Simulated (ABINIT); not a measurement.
# Quasiparticle gap of MoS2 (P6_3/mmc) in ABINIT, part 2 of 3

Aim: the G0W0 gap of MoS2 (P6_3/mmc) on PBEsol, step by step.

ABINIT 10.8.3; PBEsol and many-body steps on it, plane waves. Known limits of the many-body steps: not at the basis limit; no spin-orbit coupling; coarse k mesh.

So far. Step 2 (Ground state): The gap is indirect, with the least direct gap 0.81 eV higher.

The database entry behind the starting cell differs from later determinations by our own check (about 0.3 % long), so it need not match the best structure at ambient conditions.

### Step 3. Bands along the symmetry lines

Level of this step: DFT, PBEsol, plane waves, norm-conserving pseudopotentials (ABINIT).

Levels along a band path, at the cheap level, show where the edges lie and whether the meshes to come will hold them.

Input file run.abi:

```
acell 3*1.0 Angstrom
rprim 
  3.169000000004 -0.000000000001 0.000000000000
  -1.584500000001 2.744434504597 0.000000000000
  0.000000000000 0.000000000000 12.324000000000
ntypat 2
znucl 42 16
natom 6
typat 1 1 2 2 2 2
xred 
  0.333333333333 0.666666666667 0.250000000000
  0.666666666667 0.333333333333 0.750000000000
  0.333333333333 0.666666666667 0.623000000000
  0.666666666667 0.333333333333 0.123000000000
  0.333333333333 0.666666666667 0.877000000000
  0.666666666667 0.333333333333 0.377000000000
pp_dirpath "pseudos"
pseudos "Mo.upf, S.upf"
ecut 36
iscf -2
irdden 1
kptopt 0
nkpt 75
kpt 
  0.00000000 0.00000000 0.00000000
  0.06250000 0.00000000 0.00000000
  0.12500000 0.00000000 0.00000000
  0.18750000 0.00000000 0.00000000
  0.25000000 0.00000000 0.00000000
  0.31250000 0.00000000 0.00000000
  0.37500000 0.00000000 0.00000000
  0.43750000 0.00000000 0.00000000
  0.50000000 0.00000000 0.00000000
  0.47916667 0.04166667 0.00000000
  0.45833333 0.08333333 0.00000000
  0.43750000 0.12500000 0.00000000
  0.41666666 0.16666666 0.00000000
  0.39583333 0.20833333 0.00000000
  0.37500000 0.25000000 0.00000000
  0.35416666 0.29166666 0.00000000
  0.33333333 0.33333333 0.00000000
  0.29166666 0.29166666 0.00000000
  0.25000000 0.25000000 0.00000000
  0.20833333 0.20833333 0.00000000
  0.16666666 0.16666666 0.00000000
  0.12500000 0.12500000 0.00000000
  0.08333333 0.08333333 0.00000000
  0.04166667 0.04166667 0.00000000
  0.00000000 0.00000000 0.00000000
  0.00000000 0.00000000 0.06250000
  0.00000000 0.00000000 0.12500000
  0.00000000 0.00000000 0.18750000
  0.00000000 0.00000000 0.25000000
  0.00000000 0.00000000 0.31250000
  0.00000000 0.00000000 0.37500000
  0.00000000 0.00000000 0.43750000
  0.00000000 0.00000000 0.50000000
  0.06250000 0.00000000 0.50000000
  0.12500000 0.00000000 0.50000000
  0.18750000 0.00000000 0.50000000
  0.25000000 0.00000000 0.50000000
  0.31250000 0.00000000 0.50000000
  0.37500000 0.00000000 0.50000000
  0.43750000 0.00000000 0.50000000
  0.50000000 0.00000000 0.50000000
  0.47916667 0.04166667 0.50000000
  0.45833333 0.08333333 0.50000000
  0.43750000 0.12500000 0.50000000
  0.41666666 0.16666666 0.50000000
  0.39583333 0.20833333 0.50000000
  0.37500000 0.25000000 0.50000000
  0.35416666 0.29166666 0.50000000
  0.33333333 0.33333333 0.50000000
  0.29166666 0.29166666 0.50000000
  0.25000000 0.25000000 0.50000000
  0.20833333 0.20833333 0.50000000
  0.16666666 0.16666666 0.50000000
  0.12500000 0.12500000 0.50000000
  0.08333333 0.08333333 0.50000000
  0.04166667 0.04166667 0.50000000
  0.00000000 0.00000000 0.50000000
  0.50000000 0.00000000 0.50000000
  0.50000000 0.00000000 0.43750000
  0.50000000 0.00000000 0.37500000
  0.50000000 0.00000000 0.31250000
  0.50000000 0.00000000 0.25000000
  0.50000000 0.00000000 0.18750000
  0.50000000 0.00000000 0.12500000
  0.50000000 0.00000000 0.06250000
  0.50000000 0.00000000 0.00000000
  0.33333333 0.33333333 0.50000000
  0.33333333 0.33333333 0.43750000
  0.33333333 0.33333333 0.37500000
  0.33333333 0.33333333 0.31250000
  0.33333333 0.33333333 0.25000000
  0.33333333 0.33333333 0.18750000
  0.33333333 0.33333333 0.12500000
  0.33333333 0.33333333 0.06250000
  0.33333333 0.33333333 0.00000000
istwfk *1
nband 38
nbdbuf 7
tolwfr 1e-07
nstep 50
prtwf 0
prtvol 0
indata_prefix "in"
outdata_prefix "out"
tmpdata_prefix "tmp"
```

Command:

```
$ OMP_NUM_THREADS=1 mpirun -n 8 abinit run.abi > log
```

Numbers of over 12 decimals in the logs are rounded to 6 here.

Log:

```text
.Version 10.8.3 of ABINIT. v10.8.2 released Aug 2026.

 Symmetries : space group P6_3/m m c (#194); Bravais hP (primitive hexag.)
[... echo of the input left out ...]
== DATASET  1 ==================================================================
-   mpi_nproc: 8, omp_nthreads: 1 (-1 if OMP is not activated)

--- !DatasetInfo
iteration_state: {dtset: 1, }
dimensions: {natom: 6, nkpt: 75, mband: 38, nsppol: 1, nspinor: 1, nspden: 1, mpw: 7496, }
cutoff_energies: {ecut:  36.0, pawecutdg:  -1.0, }
electrons: {nelect:   5.20000000E+01, charge:   0.00000000E+00, occopt:   1.00000000E+00, tsmear:   1.00000000E-02, }

 Real(R)+Recip(G) space primitive vectors, cartesian coordinates (Bohr,Bohr^-1):
 R(1)=  5.9885421  0.0000000  0.0000000  G(1)=  0.1669856  0.0964092  0.0000000
 R(2)= -2.9942710  5.1862296  0.0000000  G(2)=  0.0000000  0.1928183  0.0000000
 R(3)=  0.0000000  0.0000000 23.2889848  G(3)=  0.0000000  0.0000000  0.0429388
 Unit cell volume ucvol=  7.2330822E+02 bohr^3
 Angles (23,13,12)=  9.00000000E+01  9.00000000E+01  1.20000000E+02 degrees

 getcut: wavevector=  0.0000  0.0000  0.0000  ngfft=  36  36 128
         ecut(hartree)=     36.000   => boxcut(ratio)=   2.03490

--- Pseudopotential description ------------------------------------------------
- Mo Generated using ONCVPSP code by D. R. Hamann
- 42.00000  14.00000  180301                  znucl, zion, pspdat
12 -116133 2 -1 1640                          pspcod,pspxc,lmax,lloc,mmax
     nproj     2     2     2
  pspatm : epsatm=   15.94988793
         --- l  ekb(1:nproj) -->
             0   13.816922    1.348814
             1    7.998851    1.130086
             2    2.759390    0.956378
 pspatm: atomic psp has been read  and splines computed

- S Generated using ONCVPSP code by D. R. Hamann
- 16.00000   6.00000  180301                  znucl, zion, pspdat
12 -116133 2 -1 1146                          pspcod,pspxc,lmax,lloc,mmax
     nproj     2     2     2
  pspatm : epsatm=    8.71840686
         --- l  ekb(1:nproj) -->
[...]
pspatm: atomic psp has been read  and splines computed

--------------------------------------------------------------------------------

================================================================================
 prteigrs : about to open file out_EIG
 Non-SCF case, kpt    1 (  0.00000  0.00000  0.00000), residuals and eigenvalues=
  5.59E-08  8.18E-08  7.05E-08  5.85E-08  2.71E-08  5.30E-08  2.71E-08  3.28E-08
  3.76E-08  5.29E-08  8.77E-08  5.14E-08  5.45E-08  3.20E-08  3.92E-08  1.97E-08
  4.14E-08  3.39E-08  4.74E-08  5.32E-08  3.80E-08  3.63E-08  7.57E-08  5.41E-08
[...]
5.71E-08  5.17E-08  2.61E-07  2.68E-07  7.57E-05  7.40E-05
 -1.9492E+00 -1.9492E+00 -1.0005E+00 -1.0005E+00 -9.9182E-01 -9.9182E-01
 -9.9182E-01 -9.9182E-01 -2.4099E-01 -2.3091E-01 -1.9606E-01 -1.7942E-01
[...]
6.0108E-01  6.2001E-01
[...]
5.6433E-01  5.8452E-01
 Non-SCF case, kpt   75 (  0.33333  0.33333  0.00000), residuals and eigenvalues=
[...]
5.6404E-01  5.8533E-01

--- !ResultsGS
iteration_state: {dtset: 1, }
comment   : Summary of ground state results
lattice_vectors:
- [  5.9885421,  -0.0000000,   0.0000000, ]
- [ -2.9942710,   5.1862296,   0.0000000, ]
- [  0.0000000,   0.0000000,  23.2889848, ]
lattice_lengths: [   5.98854,    5.98854,   23.28898, ]
lattice_angles: [ 90.000,  90.000, 120.000, ] # degrees, (23, 13, 12)
lattice_volume:   7.2330822E+02
convergence: {deltae:  0.000E+00, res2:  0.000E+00, residm:  9.983E-08, diffor:  0.000E+00, }
etotal    :  -1.84832675E+02
entropy   :   0.00000000E+00
fermie    :   3.08644635E-01
cartesian_stress_tensor: null
pressure_GPa: null
xred      :
- [  3.3333E-01,   6.6667E-01,   2.5000E-01, Mo]
- [  6.6667E-01,   3.3333E-01,   7.5000E-01, Mo]
- [  3.3333E-01,   6.6667E-01,   6.2300E-01,  S]
- [  6.6667E-01,   3.3333E-01,   1.2300E-01,  S]
- [  3.3333E-01,   6.6667E-01,   8.7700E-01,  S]
- [  6.6667E-01,   3.3333E-01,   3.7700E-01,  S]
cartesian_forces: null
force_length_stats: {min: null, max: null, mean: null, }

 Integrated electronic density in atomic spheres:
 ------------------------------------------------
 Atom  Sphere_radius  Integrated_density
[...]
================================================================================

 ----iterations are completed or convergence reached----

 Mean square residual over all n,k,spin=   53.172E-09; max=  99.833E-09
 reduced coordinates (array xred) for    6 atoms
[...]
0.333333333333      0.666666666667      0.877000000000
       0.666666666667      0.333333333333      0.377000000000

 cartesian coordinates (angstrom) at end:
    1      6.7e-13     1.829623     3.081000
    2      1.584500     0.914812     9.243000
    3      6.7e-13     1.829623     7.677852
    4      1.584500     0.914812     1.515852
    5      6.7e-13     1.829623    10.808148
    6      1.584500     0.914812     4.646148
 length scales=  1.889726125908  1.889726125908  1.889726125908 bohr
              =  1.000000000000  1.000000000000  1.000000000000 angstroms
 prteigrs : about to open file out_EIG
 Eigenvalues (hartree) for nkpt=  75  k points:
 kpt#   1, nband= 38, wtk=  1.00000, kpt=  0.0000  0.0000  0.0000 (reduced coord)
[...]
kpt#   2, nband= 38, wtk=  1.00000, kpt=  0.0625  0.0000  0.0000 (reduced coord)
[...]
kpt#   3, nband= 38, wtk=  1.00000, kpt=  0.1250  0.0000  0.0000 (reduced coord)
[...]
kpt#  74, nband= 38, wtk=  1.00000, kpt=  0.3333  0.3333  0.0625 (reduced coord)
[...]
0.46322    0.46322    0.51743    0.56433    0.56433    0.58452
 kpt#  75, nband= 38, wtk=  1.00000, kpt=  0.3333  0.3333  0.0000 (reduced coord)
[...]
0.12633    0.13630    0.15411    0.15411    0.16837    0.16837    0.20980    0.20980
   0.27974    0.28604    0.34675    0.34675    0.37393    0.41258    0.41258    0.41317
   0.46330    0.46330    0.51675    0.56404    0.56404    0.58533

== END DATASET(S) ==============================================================
================================================================================

 -outvars: echo values of variables after computation  --------
            nband          38
             nkpt          75
          spgroup         194
 [... the other variables as echoed above ...]

 Calculation completed.
```

Elapsed: 44 s, on 8 MPI ranks of Arm Neoverse V2, shared host; peak memory 0.92 GiB; 5.9 min of CPU time.

This step gave:

| Quantity | Value |
| --- | --- |
| gap | 0.8460 eV |
| k of the valence top | 0, 0, 0 |
| k of the conduction bottom | 0.1667, 0.1667, 0 |
| least direct gap | 1.652 eV |

The gap is 0.846 eV, as in the run before at this level.

Electronic bands along the path, in eV, zero at the top of the highest filled band:

| point | band 23 | band 24 | band 25 | band 26 | band 27 | band 28 | band 29 | band 30 |
| --- | --- | --- | --- | --- | --- | --- | --- | --- |
| Γ | -2.13 | -1.18 | -1.17 | 0.00 | 2.09 | 2.09 | 2.12 | 2.12 |
| halfway | -2.31 | -1.60 | -1.51 | -1.38 | 1.18 | 1.59 | 1.81 | 2.03 |
| M | -1.73 | -1.52 | -1.43 | -1.30 | 1.60 | 1.64 | 1.98 | 2.25 |
| halfway | -2.78 | -2.34 | -1.11 | -0.92 | 1.44 | 1.55 | 2.28 | 2.36 |
| K | -2.69 | -2.69 | -0.79 | -0.61 | 1.04 | 1.04 | 1.78 | 2.83 |
| halfway | -1.80 | -1.58 | -1.50 | -1.47 | 0.85 | 1.62 | 1.70 | 1.76 |
| Γ | -2.13 | -1.18 | -1.17 | 0.00 | 2.09 | 2.09 | 2.12 | 2.12 |
| halfway | -2.14 | -1.86 | -0.64 | -0.06 | 2.10 | 2.10 | 2.11 | 2.11 |
| A | -2.16 | -2.16 | -0.27 | -0.27 | 2.10 | 2.10 | 2.10 | 2.10 |
| halfway | -2.06 | -2.06 | -1.39 | -1.39 | 1.53 | 1.53 | 1.69 | 1.69 |
| L | -1.62 | -1.62 | -1.36 | -1.36 | 1.62 | 1.62 | 2.13 | 2.13 |
| halfway | -2.60 | -2.60 | -1.00 | -1.00 | 1.50 | 1.50 | 2.32 | 2.32 |
| H | -2.87 | -2.87 | -0.71 | -0.71 | 1.04 | 1.04 | 2.25 | 2.25 |
| halfway | -1.75 | -1.75 | -1.48 | -1.48 | 1.19 | 1.19 | 1.81 | 1.81 |
| A | -2.16 | -2.16 | -0.27 | -0.27 | 2.10 | 2.10 | 2.10 | 2.10 |
| jump to L | -1.62 | -1.62 | -1.36 | -1.36 | 1.62 | 1.62 | 2.13 | 2.13 |
| halfway | -1.70 | -1.55 | -1.41 | -1.32 | 1.60 | 1.63 | 2.03 | 2.22 |
| M | -1.73 | -1.52 | -1.43 | -1.30 | 1.60 | 1.64 | 1.98 | 2.25 |
| jump to H | -2.87 | -2.87 | -0.71 | -0.71 | 1.04 | 1.04 | 2.25 | 2.25 |
| halfway | -2.77 | -2.77 | -0.77 | -0.65 | 1.04 | 1.04 | 1.91 | 2.65 |
| K | -2.69 | -2.69 | -0.79 | -0.61 | 1.04 | 1.04 | 1.78 | 2.83 |

### Step 4. Empty states on the mesh, 3×3×1 mesh, 433 bands

The sums over transitions need many empty states on a uniform mesh; this step solves for them.

Input file run.abi:

```
acell 3*1.0 Angstrom
rprim 
  3.169000000004 -0.000000000001 0.000000000000
  -1.584500000001 2.744434504597 0.000000000000
  0.000000000000 0.000000000000 12.324000000000
ntypat 2
znucl 42 16
natom 6
typat 1 1 2 2 2 2
xred 
  0.333333333333 0.666666666667 0.250000000000
  0.666666666667 0.333333333333 0.750000000000
  0.333333333333 0.666666666667 0.623000000000
  0.666666666667 0.333333333333 0.123000000000
  0.333333333333 0.666666666667 0.877000000000
  0.666666666667 0.333333333333 0.377000000000
pp_dirpath "pseudos"
pseudos "Mo.upf, S.upf"
ecut 36
ngkpt 3 3 1
nshiftk 1
shiftk 0 0 0
kptopt 1
chksymbreak 0
iscf -2
irdden 1
istwfk *1
nband 433
nbdbuf 38
tolwfr 1e-09
nstep 60
prtvol 0
indata_prefix "in"
outdata_prefix "out"
tmpdata_prefix "tmp"
```

Command:

```
$ OMP_NUM_THREADS=2 mpirun -n 3 abinit run.abi > log
```

Log:

```text
.Version 10.8.3 of ABINIT. v10.8.2 released Aug 2026.

 Symmetries : space group P6_3/m m c (#194); Bravais hP (primitive hexag.)
[... echo of the input left out ...]
== DATASET  1 ==================================================================
-   mpi_nproc: 3, omp_nthreads: 2 (-1 if OMP is not activated)

--- !DatasetInfo
iteration_state: {dtset: 1, }
dimensions: {natom: 6, nkpt: 3, mband: 433, nsppol: 1, nspinor: 1, nspden: 1, mpw: 7476, }
cutoff_energies: {ecut:  36.0, pawecutdg:  -1.0, }
electrons: {nelect:   5.20000000E+01, charge:   0.00000000E+00, occopt:   1.00000000E+00, tsmear:   1.00000000E-02, }

 Real(R)+Recip(G) space primitive vectors, cartesian coordinates (Bohr,Bohr^-1):
 R(1)=  5.9885421  0.0000000  0.0000000  G(1)=  0.1669856  0.0964092  0.0000000
 R(2)= -2.9942710  5.1862296  0.0000000  G(2)=  0.0000000  0.1928183  0.0000000
 R(3)=  0.0000000  0.0000000 23.2889848  G(3)=  0.0000000  0.0000000  0.0429388
 Unit cell volume ucvol=  7.2330822E+02 bohr^3
 Angles (23,13,12)=  9.00000000E+01  9.00000000E+01  1.20000000E+02 degrees

 getcut: wavevector=  0.0000  0.0000  0.0000  ngfft=  36  36 128
         ecut(hartree)=     36.000   => boxcut(ratio)=   2.03490

--- Pseudopotential description ------------------------------------------------
- Mo Generated using ONCVPSP code by D. R. Hamann
- 42.00000  14.00000  180301                  znucl, zion, pspdat
12 -116133 2 -1 1640                          pspcod,pspxc,lmax,lloc,mmax
     nproj     2     2     2
  pspatm : epsatm=   15.94988793
         --- l  ekb(1:nproj) -->
             0   13.816922    1.348814
             1    7.998851    1.130086
             2    2.759390    0.956378
 pspatm: atomic psp has been read  and splines computed

- S Generated using ONCVPSP code by D. R. Hamann
- 16.00000   6.00000  180301                  znucl, zion, pspdat
12 -116133 2 -1 1146                          pspcod,pspxc,lmax,lloc,mmax
     nproj     2     2     2
  pspatm : epsatm=    8.71840686
         --- l  ekb(1:nproj) -->
[...]
pspatm: atomic psp has been read  and splines computed

--------------------------------------------------------------------------------

================================================================================
 prteigrs : about to open file out_EIG
 Non-SCF case, kpt    1 (  0.00000  0.00000  0.00000), residuals and eigenvalues=
  1.01E-10  1.05E-10  6.98E-10  6.30E-10  5.79E-10  6.12E-10  5.33E-10  8.06E-10
  2.78E-11  7.30E-11  5.33E-11  6.63E-11  1.31E-10  1.07E-10  6.77E-11  1.20E-10
  1.67E-10  1.08E-10  2.16E-10  1.81E-10  2.49E-10  1.24E-10  1.85E-10  1.58E-10
[...]
3.25E-04
 -1.9492E+00 -1.9492E+00 -1.0005E+00 -1.0005E+00 -9.9182E-01 -9.9182E-01
 -9.9182E-01 -9.9182E-01 -2.4099E-01 -2.3091E-01 -1.9606E-01 -1.7942E-01
  5.4561E-02  9.3239E-02  1.7893E-01  1.8792E-01  1.8792E-01  1.8840E-01
[...]
4.9527E+00  4.9553E+00  4.9862E+00  5.0144E+00  5.0158E+00  5.0205E+00
  5.0222E+00  5.0240E+00  5.0274E+00  5.0284E+00  5.0343E+00  5.0379E+00
  5.0451E+00
 prteigrs : prtvol=0 or 1, do not print more k-points.

--- !ResultsGS
iteration_state: {dtset: 1, }
comment   : Summary of ground state results
lattice_vectors:
- [  5.9885421,  -0.0000000,   0.0000000, ]
- [ -2.9942710,   5.1862296,   0.0000000, ]
- [  0.0000000,   0.0000000,  23.2889848, ]
lattice_lengths: [   5.98854,    5.98854,   23.28898, ]
lattice_angles: [ 90.000,  90.000, 120.000, ] # degrees, (23, 13, 12)
lattice_volume:   7.2330822E+02
convergence: {deltae:  0.000E+00, res2:  0.000E+00, residm:  9.981E-10, diffor:  0.000E+00, }
etotal    :  -1.84832675E+02
entropy   :   0.00000000E+00
fermie    :   3.08644635E-01
cartesian_stress_tensor: null
pressure_GPa: null
xred      :
- [  3.3333E-01,   6.6667E-01,   2.5000E-01, Mo]
- [  6.6667E-01,   3.3333E-01,   7.5000E-01, Mo]
- [  3.3333E-01,   6.6667E-01,   6.2300E-01,  S]
- [  6.6667E-01,   3.3333E-01,   1.2300E-01,  S]
- [  3.3333E-01,   6.6667E-01,   8.7700E-01,  S]
- [  6.6667E-01,   3.3333E-01,   3.7700E-01,  S]
cartesian_forces: null
force_length_stats: {min: null, max: null, mean: null, }

 Integrated electronic density in atomic spheres:
 ------------------------------------------------
 Atom  Sphere_radius  Integrated_density
[...]
================================================================================

 ----iterations are completed or convergence reached----

 Mean square residual over all n,k,spin=   32.667E-11; max=  99.809E-11
 reduced coordinates (array xred) for    6 atoms
[...]
0.333333333333      0.666666666667      0.877000000000
       0.666666666667      0.333333333333      0.377000000000

 cartesian coordinates (angstrom) at end:
    1      6.7e-13     1.829623     3.081000
    2      1.584500     0.914812     9.243000
    3      6.7e-13     1.829623     7.677852
    4      1.584500     0.914812     1.515852
    5      6.7e-13     1.829623    10.808148
    6      1.584500     0.914812     4.646148
 length scales=  1.889726125908  1.889726125908  1.889726125908 bohr
              =  1.000000000000  1.000000000000  1.000000000000 angstroms
 prteigrs : about to open file out_EIG
 Eigenvalues (hartree) for nkpt=   3  k points:
 kpt#   1, nband=433, wtk=  0.11111, kpt=  0.0000  0.0000  0.0000 (reduced coord)
[...]
4.94969    4.94997    4.94999    4.95266    4.95267    4.95527    4.98618    5.01440
   5.01575    5.02049    5.02216    5.02403    5.02742    5.02844    5.03431    5.03789
   5.04512
 prteigrs : prtvol=0 or 1, do not print more k-points.

== END DATASET(S) ==============================================================
================================================================================

 -outvars: echo values of variables after computation  --------
            nband         433
             nkpt           3
          spgroup         194
 [... the other variables as echoed above ...]

 Calculation completed.
```

The job ended after 2 min (3 MPI ranks; peak memory 0.44 GiB; 9.5 min of CPU time).

Numbers from this step:

- gap: 1.037 eV
- k of the valence top: 0, 0, 0
- k of the conduction bottom: 0.3333, 0.3333, 0
- least direct gap: 1.652 eV
- k points computed: 3
- lowest point of the top converged band, above the valence top: 117.6033 eV

On this mesh the gap is 1.037 eV. The earlier step found 0.846 eV, so this mesh misses an edge.

[end of part 2 of 3]

[Paths, hosts, dates, memory and timing lines, banners, echoed tables and standing remarks are left out of the program output.]

[Logs are printed without paths, hosts, clocks, repeated set-up lines and the standing remarks that a program may print on its own settings, such as how far it seeks lower states.]

[Runs of the session that timed out or met a known fault of the program may be left out.]

[Hosts, paths, dates, database ids (printed as entryN), source tags and the programs' standing remarks are cut or masked in the printed files.]

[G0W0 gaps are taken among the corrected bands and points alone; a level outside them can change the order at an edge.]

[Where Ansatz stands beside ABINIT at settings called matched, ABINIT's density can come from a denser mesh and the files from another edition; pairs whose starting gaps differed by over 0.03 eV were left out, so agreement reads better than it is.]
